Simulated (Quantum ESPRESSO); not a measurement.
## Ca2Si (Fm-3m): a mode Grüneisen parameter, worked out

By how much does an optical zone-centre mode of Ca2Si (Fm-3m) shift under hydrostatic pressure?

Program: Quantum ESPRESSO 7.5. Level of theory: DFT LDA, scalar-relativistic, plane waves, GBRV ultrasoft pseudopotentials. Results are calculated unless marked as measured.

### 1. The relaxed structure

Symmetry: Fm-3m, No. 225, cubic system. The conventional cell has a = 7.001 Å, b = 7.001 Å, c = 7.001 Å, α = 90.00°, β = 90.00°, γ = 90.00°. Nearest to Ca lie 4 Si at 3.03 Å. Nearest to Si lie 8 Ca at 3.03 Å. Farther neighbours are not listed.

Structure file:

```
Ca Si
1.0
    -3.50051    0.00000    3.50051
     0.00000    3.50051    3.50051
    -3.50051    3.50051    0.00000
Ca Si
2 1
Direct
  0.25000 0.25000 0.25000
  0.75000 0.75000 0.75000
  0.00000 0.00000 0.00000
```

This is the cell after its relaxation at this level of theory, not the database cell from which that began.

### 2. Runs at several volumes

The relaxed cell is scaled uniformly; in this structure symmetry fixes all atoms, so nothing has to be relaxed anew. Each volume gets a ground state and a response at Γ. The mode followed is the highest one without the macroscopic field, of symmetry T1u; longitudinal polar modes lie higher. Cutoff 50 Ry, k mesh 8×8×8.

From the response at V/V₀ = 0.94:

Log:

```text
[banners, grids, parts of the stress and lines that vanish by symmetry left out]
Program PHONON v.7.5
     Reading xml data from directory:

[...]
Exchange-correlation= PZ
                           (   1   1   0   0   0   0   0)
[...]
kinetic-energy cut-off    =      50.0000  Ry
     charge density cut-off    =     400.0000  Ry
     convergence threshold     =      1.0E-18
[...]
Exchange-correlation= PZ
                           (   1   1   0   0   0   0   0)
[...]
q = (   0.0000000   0.0000000   0.0000000 )
     49 Sym.Ops. (with q -> -q+G )
     G cutoff =  850.8955  (  73601 G-vectors)     FFT grid: ( 60, 60, 60)
     G cutoff =  425.4477  (  25893 G-vectors)  smooth grid: ( 45, 45, 45)
     number of k points=    29
[...]
Mode symmetry, O_h (m-3m)  point group:
[...]
Dielectric constant
[...]
End of electric fields calculation
          Dielectric constant in cartesian axis
          (      19.521458400      -0.000000000       0.000000000 )
          (      -0.000000000      19.521458400      -0.000000000 )
          (       0.000000000      -0.000000000      19.521458400 )
          Effective charges (d Force / dE) in cartesian axis without acoustic sum rule applied (asr)
           atom    1  Ca    Mean Z*:        2.10144
      Ex  (        2.10144       -0.00000       -0.00000 )
      Ey  (       -0.00000        2.10144        0.00000 )
      Ez  (       -0.00000        0.00000        2.10144 )
           atom    2  Ca    Mean Z*:        2.10144
      Ex  (        2.10144       -0.00000       -0.00000 )
      Ey  (       -0.00000        2.10144        0.00000 )
      Ez  (        0.00000        0.00000        2.10144 )
           atom    3  Si    Mean Z*:       -4.23005
      Ex  (       -4.23005       -0.00000        0.00000 )
      Ey  (        0.00000       -4.23005       -0.00000 )
      Ez  (        0.00000       -0.00000       -4.23005 )
          Effective charges Sum: Mean:       -0.02718
[...]
Effective charges (d Force / dE) in cartesian axis with asr applied:
           atom    1  Ca    Mean Z*:        2.11049
[...]
atom    2  Ca    Mean Z*:        2.11049
[...]
atom    3  Si    Mean Z*:       -4.22099
[...]
Representation #   1 modes #   1   2   3
[...]
End of self-consistent calculation
     Convergence has been achieved
     Representation #   2 modes #   4   5   6
[...]
End of self-consistent calculation
     Convergence has been achieved
     Representation #   3 modes #   7   8   9
[...]
End of self-consistent calculation
     Convergence has been achieved
[...]
Dielectric constant in cartesian axis
          (      19.521458400      -0.000000000       0.000000000 )
          (      -0.000000000      19.521458400      -0.000000000 )
          (       0.000000000      -0.000000000      19.521458400 )
          Effective charges (d Force / dE) in cartesian axis without acoustic sum rule applied (asr)
           atom    1  Ca    Mean Z*:        2.10144
      Ex  (        2.10144       -0.00000       -0.00000 )
      Ey  (       -0.00000        2.10144        0.00000 )
      Ez  (       -0.00000        0.00000        2.10144 )
           atom    2  Ca    Mean Z*:        2.10144
      Ex  (        2.10144       -0.00000       -0.00000 )
      Ey  (       -0.00000        2.10144        0.00000 )
      Ez  (        0.00000        0.00000        2.10144 )
           atom    3  Si    Mean Z*:       -4.23005
      Ex  (       -4.23005       -0.00000        0.00000 )
      Ey  (        0.00000       -4.23005       -0.00000 )
      Ez  (        0.00000       -0.00000       -4.23005 )
          Effective charges Sum: Mean:       -0.02718
[...]
Effective charges (d Force / dE) in cartesian axis with asr applied:
           atom    1  Ca    Mean Z*:        2.11049
[...]
atom    2  Ca    Mean Z*:        2.11049
[...]
atom    3  Si    Mean Z*:       -4.22099
[...]
q = (    0.000000000   0.000000000   0.000000000 )
[...]
freq (    1) =      -0.253351 [THz] =      -8.450874 [cm-1]
     freq (    2) =      -0.253351 [THz] =      -8.450874 [cm-1]
     freq (    3) =      -0.253351 [THz] =      -8.450874 [cm-1]
     freq (    4) =       6.252077 [THz] =     208.546837 [cm-1]
     freq (    5) =       6.252077 [THz] =     208.546837 [cm-1]
     freq (    6) =       6.252077 [THz] =     208.546837 [cm-1]
     freq (    7) =       7.534736 [THz] =     251.331727 [cm-1]
     freq (    8) =       7.534736 [THz] =     251.331727 [cm-1]
     freq (    9) =       7.534736 [THz] =     251.331727 [cm-1]
[...]
Mode symmetry, O_h (m-3m)  point group:
     freq (   1-   3) =         -8.5  [cm-1]   --> T_1u G_15  G_4- I
     freq (   4-   6) =        208.5  [cm-1]   --> T_2g G_25' G_5+ R
     freq (   7-   9) =        251.3  [cm-1]   --> T_1u G_15  G_4- I

   JOB DONE.
```

One volume, V/V₀ = 1, is held back as a test.

| V/V₀ | volume (Å³/atom) | pressure (GPa) | ω (cm⁻¹) |
| --- | --- | --- | --- |
| 0.94 | 26.880 | 2.92 | 251.33 |
| 0.97 | 27.738 | 1.35 | 239.72 |
| 1 | 28.596 | -0.01 | held back |
| 1.03 | 29.454 | -1.18 | 217.61 |
| 1.06 | 30.312 | -2.20 | 206.96 |

### 3. The fit

The mode Grüneisen parameter is γ = −d ln ω / d ln V.

| ln(V/V₀) | ln ω |
| --- | --- |
| -0.0619 | 5.5268 |
| -0.0305 | 5.4795 |
| 0.0296 | 5.3827 |
| 0.0583 | 5.3325 |

A straight line through these points has the slope -1.615, so γ = 1.62; at V/V₀ = 1 it predicts ω = exp(5.4285 + 0.0000) = 227.82 cm⁻¹.

A parabola of pressure against ln V through V/V₀ = 0.97, 1 and 1.03 gives the bulk modulus B = −dP/d ln V = 42 GPa at V₀. With ω₀ from the fitted line the pressure coefficient follows as dω/dP = γ ω₀ / B = 1.62 × 227.8 / 42 = 8.74 cm⁻¹/GPa.

### 4. The run that was held back

Log:

```text
[banners, grids, parts of the stress and lines that vanish by symmetry left out]
[banner, memory and clock lines left out]
Program PHONON v.7.5

[...]
Exchange-correlation= PZ
                           (   1   1   0   0   0   0   0)
[...]
kinetic-energy cut-off    =      50.0000  Ry
     charge density cut-off    =     400.0000  Ry
     convergence threshold     =      1.0E-18
[...]
Exchange-correlation= PZ
                           (   1   1   0   0   0   0   0)
[...]
q = (   0.0000000   0.0000000   0.0000000 )
     49 Sym.Ops. (with q -> -q+G )
     G cutoff =  886.7292  (  78343 G-vectors)     FFT grid: ( 60, 60, 60)
     G cutoff =  443.3646  (  27581 G-vectors)  smooth grid: ( 45, 45, 45)
     number of k points=    29
[...]
Mode symmetry, O_h (m-3m)  point group:
[...]
Dielectric constant
[...]
End of electric fields calculation
          Dielectric constant in cartesian axis
          (      15.284967551       0.000000000      -0.000000000 )
          (       0.000000000      15.284967551      -0.000000000 )
          (       0.000000000      -0.000000000      15.284967551 )
          Effective charges (d Force / dE) in cartesian axis without acoustic sum rule applied (asr)
           atom    1  Ca    Mean Z*:        1.97148
      Ex  (        1.97148        0.00000       -0.00000 )
      Ey  (        0.00000        1.97148       -0.00000 )
      Ez  (       -0.00000       -0.00000        1.97148 )
           atom    2  Ca    Mean Z*:        1.97148
      Ex  (        1.97148        0.00000        0.00000 )
[...]
(       0.000000000      -0.000000000      15.284967551 )
          Effective charges (d Force / dE) in cartesian axis without acoustic sum rule applied (asr)
           atom    1  Ca    Mean Z*:        1.97148
      Ex  (        1.97148        0.00000       -0.00000 )
      Ey  (        0.00000        1.97148       -0.00000 )
      Ez  (       -0.00000       -0.00000        1.97148 )
           atom    2  Ca    Mean Z*:        1.97148
      Ex  (        1.97148        0.00000        0.00000 )
      Ey  (        0.00000        1.97148        0.00000 )
      Ez  (        0.00000        0.00000        1.97148 )
           atom    3  Si    Mean Z*:       -3.96373
      Ex  (       -3.96373       -0.00000        0.00000 )
      Ey  (       -0.00000       -3.96373       -0.00000 )
      Ez  (        0.00000       -0.00000       -3.96373 )
          Effective charges Sum: Mean:       -0.02077
[...]
Effective charges (d Force / dE) in cartesian axis with asr applied:
           atom    1  Ca    Mean Z*:        1.97840
[...]
atom    2  Ca    Mean Z*:        1.97840
[...]
atom    3  Si    Mean Z*:       -3.95681
[...]
q = (    0.000000000   0.000000000   0.000000000 )
[...]
freq (    1) =      -0.267904 [THz] =      -8.936315 [cm-1]
     freq (    2) =      -0.267904 [THz] =      -8.936315 [cm-1]
     freq (    3) =      -0.267904 [THz] =      -8.936315 [cm-1]
     freq (    4) =       5.853974 [THz] =     195.267551 [cm-1]
     freq (    5) =       5.853974 [THz] =     195.267551 [cm-1]
     freq (    6) =       5.853974 [THz] =     195.267551 [cm-1]
     freq (    7) =       6.852204 [THz] =     228.564920 [cm-1]
     freq (    8) =       6.852204 [THz] =     228.564920 [cm-1]
     freq (    9) =       6.852204 [THz] =     228.564920 [cm-1]
[...]
Mode symmetry, O_h (m-3m)  point group:
     freq (   1-   3) =         -8.9  [cm-1]   --> T_1u G_15  G_4- I
     freq (   4-   6) =        195.3  [cm-1]   --> T_2g G_25' G_5+ R
     freq (   7-   9) =        228.6  [cm-1]   --> T_1u G_15  G_4- I
```

It gives 228.56 cm⁻¹ against the predicted 227.82 cm⁻¹, a miss of 0.7 cm⁻¹.

### 5. Summary of results

```
mode Grüneisen parameter : 1.615
bulk modulus             : 42.1 GPa
pressure coefficient     : 8.74 cm⁻¹/GPa
```

What this shows: The highest optical mode of Ca2Si (Fm-3m) without the LO-TO term stiffens by 8.74 cm⁻¹ a GPa near the relaxed volume, with γ = 1.62. The power law meets all 5 runs within 0.33 %; between neighbouring volumes γ runs from 1.51 to 1.75. Such a coefficient turns a measured shift of this mode into a hydrostatic stress; uniaxial or biaxial stress splits the mode and needs deformation potentials. These are harmonic values at zero temperature for the structure held cubic, which a run at Γ can't show to be stable; the bulk modulus rests on three points.

[Host names and launcher messages were left out of these logs when they were recorded.]

[Logs are printed without paths, hosts, clocks, repeated set-up lines and the standing remarks that a program may print on its own settings, such as how far it seeks lower states.]

[Hosts, paths, dates, database ids (printed as entryN), source tags and the programs' standing remarks are cut or masked in the printed files.]
